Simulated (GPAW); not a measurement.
**Work function of Si/W(100) at several levels**

Wanted: work functions and dipole of Si/W(100), with the cost of each level.

Method: GPAW, PAW setups; slab in vacuum, relaxation, in the first sound run; inputs show where later runs differ, in GPAW 26.7.0.

## 1. Set-up

The cell holds 6 atoms: 5 W and 1 Si. Its edges and angles: a = 3.160 Å, b = 3.160 Å, c = 22.116 Å, α = 90.0°, β = 90.0°, γ = 90.0°. Vacuum lies along c.

## 2. Relaxation

The atoms are relaxed first, since the surface dipole, and with it the work function, follows the positions of the outer layers. The lowest 3 atoms are held at bulk positions and keep their forces.

Contents of run.py:

```python
import json
import numpy as np
from ase import Atoms
from ase.constraints import FixAtoms
from ase.optimize import BFGS
from gpaw import GPAW, PW

slab = Atoms(
    ['W', 'W', 'W', 'W', 'W', 'Si'],
    positions=[
        [0.00000, 0.00000, 7.00000],
        [1.58000, 1.58000, 8.58000],
        [0.00000, 0.00000, 10.16000],
        [1.58000, 1.58000, 11.74000],
        [0.00000, 0.00000, 13.32000],
        [1.58000, 1.58000, 15.11556]],
    cell=[[3.16, 0.0, 0.0], [0.0, 3.16, 0.0], [0.0, 0.0, 22.11556]],
    pbc=[True, True, False])

slab.calc = GPAW(mode=PW(400), xc='PBE', kpts={'size': (10, 10, 1), 'gamma': True},
                 occupations={'name': 'fermi-dirac', 'width': 0.1}, nbands='200%',
                 convergence={'density': 1e-05}, maxiter=200,
                 poissonsolver={'dipolelayer': 'xy'},
                 symmetry={'tolerance': 1e-3, 'extra_ids': [1, 1, 1, 0, 0, 0]}, txt='slab.txt')
result = {}
slab.set_constraint(FixAtoms([0, 1, 2]))
path = []
opt = BFGS(slab, maxstep=0.2)
opt.attach(lambda: path.append((slab.get_potential_energy(), slab.positions.tolist(), slab.get_forces().tolist())))
result['relaxed'] = bool(opt.run(fmax=0.03, steps=40))
result['path'] = path
energy = slab.get_potential_energy()
fermi = slab.calc.get_fermi_level()
v = slab.calc.get_electrostatic_potential().mean((0, 1)) - fermi
n = slab.calc.get_pseudo_density().mean((0, 1))
L = slab.cell[2, 2]
z = np.arange(len(v)) * L / len(v)
low, high = slab.positions[:, 2].min(), slab.positions[:, 2].max()
below, above = np.interp([low - 4.8, high + 4.8], z, v)
slopes = [np.interp(x, z, np.gradient(v, z)) for x in (low - 4.8, high + 4.8)]
eps = np.array([[slab.calc.get_eigenvalues(k, s) for k in range(len(slab.calc.get_ibz_k_points()))]
                for s in range(slab.calc.get_number_of_spins())]) - fermi
top, bottom = eps[eps < 0].max(), eps[eps > 0].min()
dipole = slab.get_dipole_moment()[2]
print(f'energy {energy:.4f} eV, Fermi level {fermi:.4f} eV, dipole {dipole:.5f} e A')
print(f'potential 4.8 A off the faces, from the Fermi level: lower {below:.4f} eV, upper {above:.4f} eV')
print(f'slope of the potential there: lower {slopes[0]:.5f}, upper {slopes[1]:.5f} eV/A')
print(f'nearest levels on the mesh: {top:.4f} and {bottom:.4f} eV')
print('magnetic moment', round(slab.get_magnetic_moment(), 3))
result.update(energy=energy, fermi=fermi, dipole=dipole, below=below, above=above, slopes=slopes, edges=[top, bottom],
              z=z.tolist(), v=v.tolist(), n=n.tolist(), positions=slab.positions.tolist(),
              forces=slab.get_forces(apply_constraint=False).tolist(), moments=slab.get_magnetic_moments().tolist())
json.dump(result, open('result.json', 'w'))
```

Command:

```
$ OMP_NUM_THREADS=1 OPENBLAS_NUM_THREADS=1 python run.py
```

What it wrote:

```text
Step          Energy          fmax
BFGS:    0      -59.087010        1.613614
BFGS:    1      -59.151365        1.612668
BFGS:    2      -59.522589        1.085863
BFGS:    3      -59.565939        1.668746
BFGS:    4      -59.603165        1.010561
BFGS:    5      -59.629942        0.537212
BFGS:    6      -59.655469        0.477062
BFGS:    7      -59.665012        0.626593
BFGS:    8      -59.681157        0.721609
BFGS:    9      -59.701799        0.604214
BFGS:   10      -59.715336        0.235632
BFGS:   11      -59.718271        0.041623
BFGS:   12      -59.718455        0.002093
energy -59.6205 eV, Fermi level 3.4036 eV, dipole -0.00474 e A
potential 4.8 A off the faces, from the Fermi level: lower 4.2725 eV, upper 4.3612 eV
slope of the potential there: lower -0.00229, upper 0.00024 eV/A
nearest levels on the mesh: -0.0038 and 0.0092 eV
magnetic moment 0.0
```

Wall time 38 min (1 thread of Intel Xeon Platinum 8259CL at 2.50GHz (Skylake/Cascade Lake), shared host); peak memory 0.3 GiB.

Step by step:

| step | energy less that of the first step (eV) | largest force (eV/Å) |
| --- | --- | --- |
| 1 | 0.0000 | 1.6136 |
| 2 | -0.0651 | 1.6127 |
| 3 | -0.4378 | 1.0859 |
| 4 | -0.4831 | 1.6687 |
| 5 | -0.5197 | 1.0106 |
| 6 | -0.5466 | 0.5372 |
| 7 | -0.5724 | 0.4771 |
| 8 | -0.5821 | 0.6266 |
| 9 | -0.5981 | 0.7216 |
| 10 | -0.6185 | 0.6042 |
| 11 | -0.6323 | 0.2356 |
| 12 | -0.6355 | 0.0416 |
| 13 | -0.6357 | 0.0021 |

The atoms that moved most (Å):

| atom | dx | dy | dz | length |
| --- | --- | --- | --- | --- |
| Si6 | 0.000 | 0.000 | -0.521 | 0.521 |
| W5 | 0.000 | 0.000 | 0.034 | 0.034 |
| W4 | 0.000 | 0.000 | 0.031 | 0.031 |

The relaxed structure:

```xyz
6
Lattice="3.1600 0.0000 0.0000 0.0000 3.1600 0.0000 0.0000 0.0000 22.1156" Properties=species:S:1:pos:R:3
W     0.0000    0.0000    7.0000
W     1.5800    1.5800    8.5800
W     0.0000    0.0000   10.1600
W     1.5800    1.5800   11.7714
W     0.0000    0.0000   13.3539
Si    1.5800    1.5800   14.5949
```

Numbers from this step:

```yaml
dipole_along_the_normal: -0.004736 e·Å
levels_nearest_the_fermi_level_on_the_mesh: -0.003789, 0.009241 eV from the Fermi level
upper_work_function: 4.361 eV
lower_work_function: 4.273 eV
```

The electrostatic potential energy of an electron (without an applied field's), less the Fermi level, planar mean oscillates, so the rows of the table below give means over windows of 1.58 Å about each position, cut where the curve ends. Its maxima inside the range that stand out by 2 % of the span (Å: eV): 7.8: -8.57, 9.4: -9.09, 11.0: -8.59, 12.5: -8.96, 14.1: -11.8. Its minima: 7.1: -19.9, 8.6: -20.5, 10.1: -20.5, 11.8: -20.7, 13.4: -21.2, 14.5: -13.7.

The electrostatic potential energy of an electron (without an applied field's), less the Fermi level, planar mean by z; means over each step:

| z (Å) | electrostatic potential energy of an electron (without an applied field's), less the Fermi level, planar mean (eV) |
| --- | --- |
| 0.79 | 4.28 |
| 2.37 | 4.27 |
| 3.95 | 4.19 |
| 5.53 | 1.59 |
| 7.11 | -13.6 |
| 8.69 | -14.6 |
| 10.27 | -14.5 |
| 11.85 | -14.6 |
| 13.43 | -15.6 |
| 15.01 | -6.22 |
| 16.59 | 4.01 |
| 18.17 | 4.36 |
| 19.75 | 4.36 |
| 21.33 | 4.36 |

The pseudo valence density, planar mean by z:

| z (Å) | pseudo valence density, planar mean (e/Å³) |
| --- | --- |
| 0.00 | 0 |
| 0.63 | 0 |
| 1.26 | 3.4e-6 |
| 1.68 | 8.7e-6 |
| 2.32 | 3.7e-5 |
| 2.95 | 1.5e-4 |
| 3.58 | 6.2e-4 |
| 4.21 | 0.00251 |
| 4.63 | 0.00635 |
| 5.27 | 0.0249 |
| 5.90 | 0.105 |
| 6.53 | 0.596 |
| 7.16 | 1.22 |
| 7.79 | 0.530 |
| 8.21 | 0.881 |
| 8.85 | 1.06 |
| 9.48 | 0.539 |
| 10.11 | 1.36 |
| 10.74 | 0.587 |
| 11.16 | 0.563 |
| 11.79 | 1.37 |
| 12.43 | 0.556 |
| 13.06 | 1.01 |
| 13.69 | 0.963 |
| 14.11 | 0.468 |
| 14.74 | 0.235 |
| 15.38 | 0.144 |
| 16.01 | 0.0365 |
| 16.64 | 0.00657 |
| 17.27 | 0.00110 |
| 17.69 | 3.3e-4 |
| 18.32 | 5.5e-5 |
| 18.96 | 8.5e-6 |
| 19.59 | 2.0e-6 |
| 20.22 | 0 |
| 20.64 | 0 |
| 21.27 | 0 |
| 21.90 | 0 |

The relaxation lowered the energy of the cell by 0.636 eV (energies extrapolated to zero smearing; the optimiser's log prints free energies). The largest force left on a free atom is 0.0021 eV/Å.

## 3. The slab's potential

The work function is the vacuum plateau of the electrostatic potential less the Fermi level; a dipole layer lets the two faces have plateaus of their own.

This step: GPAW, PAW setups; slab in vacuum (GPAW 26.7.0).

run.py: that of step 2 with these lines changed.

```diff
@@ -3,4 +3,2 @@
 from ase import Atoms
-from ase.constraints import FixAtoms
-from ase.optimize import BFGS
 from gpaw import GPAW, PW
@@ -13,5 +11,5 @@
         [0.00000, 0.00000, 10.16000],
-        [1.58000, 1.58000, 11.74000],
-        [0.00000, 0.00000, 13.32000],
-        [1.58000, 1.58000, 15.11556]],
+        [1.58000, 1.58000, 11.77137],
+        [0.00000, 0.00000, 13.35394],
+        [1.58000, 1.58000, 14.59486]],
     cell=[[3.16, 0.0, 0.0], [0.0, 3.16, 0.0], [0.0, 0.0, 22.11556]],
@@ -23,10 +21,4 @@
                  poissonsolver={'dipolelayer': 'xy'},
-                 symmetry={'tolerance': 1e-3, 'extra_ids': [1, 1, 1, 0, 0, 0]}, txt='slab.txt')
+                 symmetry={'tolerance': 1e-3}, txt='slab.txt')
 result = {}
-slab.set_constraint(FixAtoms([0, 1, 2]))
-path = []
-opt = BFGS(slab, maxstep=0.2)
-opt.attach(lambda: path.append((slab.get_potential_energy(), slab.positions.tolist(), slab.get_forces().tolist())))
-result['relaxed'] = bool(opt.run(fmax=0.03, steps=40))
-result['path'] = path
 energy = slab.get_potential_energy()
```

What it wrote:

```text
energy -59.6205 eV, Fermi level 3.4036 eV, dipole -0.00477 e A
potential 4.8 A off the faces, from the Fermi level: lower 4.2725 eV, upper 4.3613 eV
slope of the potential there: lower -0.00229, upper 0.00023 eV/A
nearest levels on the mesh: -0.0038 and 0.0092 eV
magnetic moment 0.0
```

Elapsed: 3.3 min, on 1 thread; peak memory 0.29 GiB.

This step gave:

```
dipole along the normal                    : -0.004770 e·Å
levels nearest the Fermi level on the mesh : -0.003796, 0.009216 eV from the Fermi level
lower work function                        : 4.272 eV
```

The electrostatic potential energy of an electron (without an applied field's), less the Fermi level, planar mean oscillates, so the rows of the table below give means over windows of 1.58 Å about each position, cut where the curve ends. Its maxima inside the range that stand out by 2 % of the span (Å: eV): 7.8: -8.57, 9.4: -9.09, 11.0: -8.59, 12.5: -8.96, 14.1: -11.8. Its minima: 7.1: -19.9, 8.6: -20.5, 10.1: -20.5, 11.8: -20.7, 13.4: -21.2, 14.5: -13.7.

Electrostatic potential energy of an electron (without an applied field's), less the Fermi level, planar mean against z; means over each step:

(Unchanged from step 2.)

Table of pseudo valence density, planar mean by z:

| z (Å) | pseudo valence density, planar mean (e/Å³) |
| --- | --- |
| 0.00 | 0 |
| 0.63 | 0 |
| 1.26 | 3.4e-6 |
| 1.68 | 8.8e-6 |
| 2.32 | 3.7e-5 |
| 2.95 | 1.5e-4 |
| 3.58 | 6.2e-4 |
| 4.21 | 0.00251 |
| 4.63 | 0.00635 |
| 5.27 | 0.0249 |
| 5.90 | 0.105 |
| 6.53 | 0.596 |
| 7.16 | 1.22 |
| 7.79 | 0.530 |
| 8.21 | 0.881 |
| 8.85 | 1.06 |
| 9.48 | 0.539 |
| 10.11 | 1.36 |
| 10.74 | 0.587 |
| 11.16 | 0.563 |
| 11.79 | 1.37 |
| 12.43 | 0.556 |
| 13.06 | 1.01 |
| 13.69 | 0.963 |
| 14.11 | 0.468 |
| 14.74 | 0.235 |
| 15.38 | 0.144 |
| 16.01 | 0.0365 |
| 16.64 | 0.00657 |
| 17.27 | 0.00110 |
| 17.69 | 3.3e-4 |
| 18.32 | 5.5e-5 |
| 18.96 | 8.5e-6 |
| 19.59 | 2.0e-6 |
| 20.22 | 0 |
| 20.64 | 0 |
| 21.27 | 0 |
| 21.90 | 0 |

Force by atom:

| atom | x (eV/Å) | y (eV/Å) | z (eV/Å) | size |
| --- | --- | --- | --- | --- |
| W1 | 0.00 | 0.00 | 1.24 | 1.24 |
| W2 | 0.00 | 0.00 | -1.21 | 1.21 |
| W3 | 0.00 | 0.00 | -0.03 | 0.03 |
| W4 | 0.00 | 0.00 | 0.00 | 0.00 |
| W5 | 0.00 | 0.00 | 0.00 | 0.00 |
| Si6 | 0.00 | 0.00 | 0.00 | 0.00 |

The potential is flat to 0.002 eV/Å where it is read, so the vacuum is wide enough.

## 4. OptPBE vdW: xc = "optPBE-vdW"

The same geometry under optPBE-vdW, to see how far the functional moves the levels against the vacuum (the van der Waals functionals take revPBE setups).

run.py: that of step 3 with these lines changed.

```diff
@@ -17,3 +17,3 @@
 
-slab.calc = GPAW(mode=PW(400), xc='PBE', kpts={'size': (10, 10, 1), 'gamma': True},
+slab.calc = GPAW(mode=PW(400), xc='optPBE-vdW', kpts={'size': (10, 10, 1), 'gamma': True},
                  occupations={'name': 'fermi-dirac', 'width': 0.1}, nbands='200%',
```

What it wrote:

```text
energy -148.0719 eV, Fermi level 3.3086 eV, dipole -0.00305 e A
potential 4.8 A off the faces, from the Fermi level: lower 4.4724 eV, upper 4.5307 eV
slope of the potential there: lower -0.00378, upper 0.00035 eV/A
nearest levels on the mesh: -0.0117 and 0.0148 eV
magnetic moment 0.0
```

Run time: 3.5 min. Hardware: 1 thread; peak memory 0.42 GiB.

This step gave:

| Quantity | Value |
| --- | --- |
| dipole along the normal | -0.003054 e·Å |
| levels nearest the Fermi level on the mesh | -0.01169, 0.01479 eV from the Fermi level |
| upper work function | 4.531 eV |
| lower work function | 4.472 eV |

The electrostatic potential energy of an electron (without an applied field's), less the Fermi level, planar mean oscillates, so the rows of the table below give means over windows of 1.58 Å about each position, cut where the curve ends. Its maxima inside the range that stand out by 2 % of the span (Å: eV): 7.8: -8.58, 9.4: -9.09, 11.0: -8.60, 12.5: -8.97, 14.1: -11.8. Its minima: 7.1: -19.9, 8.6: -20.5, 10.1: -20.5, 11.8: -20.7, 13.4: -21.1, 14.5: -13.7.

Table of electrostatic potential energy of an electron (without an applied field's), less the Fermi level, planar mean by z; means over each step:

| z (Å) | electrostatic potential energy of an electron (without an applied field's), less the Fermi level, planar mean (eV) |
| --- | --- |
| 0.79 | 4.48 |
| 2.37 | 4.47 |
| 3.95 | 4.37 |
| 5.53 | 1.67 |
| 7.11 | -13.6 |
| 8.69 | -14.6 |
| 10.27 | -14.5 |
| 11.85 | -14.6 |
| 13.43 | -15.6 |
| 15.01 | -6.21 |
| 16.59 | 4.14 |
| 18.17 | 4.52 |
| 19.75 | 4.53 |
| 21.33 | 4.53 |

The pseudo valence density, planar mean oscillates, so the rows of the table below give means over windows of 1.58 Å about each position, cut where the curve ends. Its maxima inside the range that stand out by 2 % of the span (Å: e/Å³): 7.0: 1.33, 8.6: 1.35, 10.1: 1.36, 11.8: 1.37, 13.3: 1.35. Its minima: 7.8: 0.529, 9.3: 0.537, 11.0: 0.498, 12.6: 0.534.

The pseudo valence density, planar mean by z; means over each step:

z (Å), pseudo valence density, planar mean (e/Å³) and a bar:
```
     2.37       0.00 
     3.95       0.00 
     5.53       0.08 ###
     7.11       0.84 ############################
     8.69       0.88 ##############################
    10.27       0.88 ##############################
    11.85       0.88 ##############################
    13.43       0.89 ##############################
    15.01       0.21 #######
    16.59       0.02 #
    18.17       0.00 
    19.75       0.00
```

Force by atom:

| atom | x (eV/Å) | y (eV/Å) | z (eV/Å) | size |
| --- | --- | --- | --- | --- |
| W1 | 0.00 | 0.00 | 0.86 | 0.86 |
| W2 | 0.00 | 0.00 | -1.23 | 1.23 |
| W3 | 0.00 | 0.00 | -0.03 | 0.03 |
| W4 | 0.00 | 0.00 | -0.03 | 0.03 |
| W5 | 0.00 | 0.00 | 0.11 | 0.11 |
| Si6 | 0.00 | 0.00 | 0.32 | 0.32 |

The upper face's work function is 4.531 eV, against 4.361 eV in the first plane-wave PBE run at this geometry.

## 5. Self-consistent run: xc = "RPBE"

The same geometry under RPBE, to see how far the functional moves the levels against the vacuum.

run.py: that of step 4 with these lines changed.

```diff
@@ -17,3 +17,3 @@
 
-slab.calc = GPAW(mode=PW(400), xc='optPBE-vdW', kpts={'size': (10, 10, 1), 'gamma': True},
+slab.calc = GPAW(mode=PW(400), xc='RPBE', kpts={'size': (10, 10, 1), 'gamma': True},
                  occupations={'name': 'fermi-dirac', 'width': 0.1}, nbands='200%',
```

What it wrote:

```text
energy -56.7641 eV, Fermi level 3.5022 eV, dipole -0.00925 e A
potential 4.8 A off the faces, from the Fermi level: lower 4.1230 eV, upper 4.2932 eV
slope of the potential there: lower -0.00269, upper 0.00025 eV/A
nearest levels on the mesh: -0.0036 and 0.0085 eV
magnetic moment 0.0
```

Run time: 3.2 min. Hardware: 1 thread; peak memory 0.29 GiB.

This step gave:

```yaml
dipole_along_the_normal: -0.009249 e·Å
levels_nearest_the_fermi_level_on_the_mesh: -0.003643, 0.008453 eV from the Fermi level
upper_work_function: 4.293 eV
lower_work_function: 4.123 eV
```

The electrostatic potential energy of an electron (without an applied field's), less the Fermi level, planar mean oscillates, so the rows of the table below give means over windows of 1.58 Å about each position, cut where the curve ends. Its maxima inside the range that stand out by 2 % of the span (Å: eV): 7.8: -8.67, 9.4: -9.18, 11.0: -8.69, 12.5: -9.06, 14.1: -11.9. Its minima: 7.1: -20.0, 8.6: -20.6, 10.1: -20.6, 11.8: -20.8, 13.4: -21.2, 14.5: -13.8.

Electrostatic potential energy of an electron (without an applied field's), less the Fermi level, planar mean against z; means over each step:

| z (Å) | electrostatic potential energy of an electron (without an applied field's), less the Fermi level, planar mean (eV) |
| --- | --- |
| 0.79 | 4.13 |
| 2.37 | 4.12 |
| 3.95 | 4.04 |
| 5.53 | 1.46 |
| 7.11 | -13.7 |
| 8.69 | -14.7 |
| 10.27 | -14.6 |
| 11.85 | -14.7 |
| 13.43 | -15.7 |
| 15.01 | -6.31 |
| 16.59 | 3.94 |
| 18.17 | 4.29 |
| 19.75 | 4.29 |
| 21.33 | 4.29 |

The upper face's work function is 4.293 eV, against 4.361 eV in the first plane-wave PBE run at this geometry.

## 6. Self-consistent run: xc = "vdW-DF2"

The same geometry under vdW-DF2, to see how far the functional moves the levels against the vacuum (the van der Waals functionals take revPBE setups).

run.py: that of step 5 with these lines changed.

```diff
@@ -17,3 +17,3 @@
 
-slab.calc = GPAW(mode=PW(400), xc='RPBE', kpts={'size': (10, 10, 1), 'gamma': True},
+slab.calc = GPAW(mode=PW(400), xc='vdW-DF2', kpts={'size': (10, 10, 1), 'gamma': True},
                  occupations={'name': 'fermi-dirac', 'width': 0.1}, nbands='200%',
```

What it wrote:

```text
energy -825.9102 eV, Fermi level 3.3490 eV, dipole 0.00173 e A
potential 4.8 A off the faces, from the Fermi level: lower 4.6279 eV, upper 4.5996 eV
slope of the potential there: lower -0.00384, upper 0.00053 eV/A
nearest levels on the mesh: -0.0130 and 0.0144 eV
magnetic moment 0.0
```

It took 3.8 min on 1 thread; peak memory 0.42 GiB.

This step gave:

```
dipole along the normal                    : 0.001731 e·Å
levels nearest the Fermi level on the mesh : -0.01297, 0.01438 eV from the Fermi level
upper work function                        : 4.600 eV
lower work function                        : 4.628 eV
```

The upper face's work function is 4.600 eV, against 4.361 eV in the first plane-wave PBE run at this geometry.

## 7. Self-consistent run: xc = "LDA"

The same geometry under LDA, to see how far the functional moves the levels against the vacuum.

run.py: that of step 6 with these lines changed.

```diff
@@ -17,3 +17,3 @@
 
-slab.calc = GPAW(mode=PW(400), xc='vdW-DF2', kpts={'size': (10, 10, 1), 'gamma': True},
+slab.calc = GPAW(mode=PW(400), xc='LDA', kpts={'size': (10, 10, 1), 'gamma': True},
                  occupations={'name': 'fermi-dirac', 'width': 0.1}, nbands='200%',
```

What it wrote:

```text
energy -65.8378 eV, Fermi level 3.1298 eV, dipole 0.00155 e A
potential 4.8 A off the faces, from the Fermi level: lower 4.5566 eV, upper 4.5308 eV
slope of the potential there: lower -0.00188, upper 0.00021 eV/A
nearest levels on the mesh: -0.0067 and 0.0058 eV
magnetic moment 0.0
```

The job ended after 3.2 min (1 thread; peak memory 0.29 GiB).

This step gave:

| Item | Value |
| --- | --- |
| dipole along the normal | 0.001546 e·Å |
| levels nearest the Fermi level on the mesh | -0.006717, 0.005792 eV from the Fermi level |
| upper work function | 4.531 eV |
| lower work function | 4.557 eV |

The electrostatic potential energy of an electron (without an applied field's), less the Fermi level, planar mean oscillates, so the rows of the table below give means over windows of 1.58 Å about each position, cut where the curve ends. Its maxima inside the range that stand out by 2 % of the span (Å: eV): 7.8: -8.20, 9.4: -8.70, 11.0: -8.20, 12.5: -8.57, 14.1: -11.5. Its minima: 7.1: -19.6, 8.6: -20.2, 10.1: -20.2, 11.8: -20.3, 13.4: -20.8, 14.5: -13.4.

Electrostatic potential energy of an electron (without an applied field's), less the Fermi level, planar mean against z; means over each step:

z (Å), electrostatic potential energy of an electron (without an applied field's), less the Fermi level, planar mean (eV) and a bar from the least value:
```
     0.79        4.6 ##############################
     2.37        4.6 ##############################
     3.95        4.5 ##############################
     5.53        1.9 ##########################
     7.11      -13.2 ###
     8.69      -14.2 ##
    10.27      -14.2 ##
    11.85      -14.2 ##
    13.43      -15.2 
    15.01       -6.0 ##############
    16.59        4.2 #############################
    18.17        4.5 ##############################
    19.75        4.5 ##############################
    21.33        4.5 ##############################
```

The upper face's work function is 4.531 eV, against 4.361 eV in the first plane-wave PBE run at this geometry.

[end of part 1 of 2]

[Logs are printed without paths, hosts, clocks, repeated set-up lines and the standing remarks that a program may print on its own settings, such as how far it seeks lower states.]

[Hosts, paths, dates, database ids (printed as entryN), source tags and the programs' standing remarks are cut or masked in the printed files.]
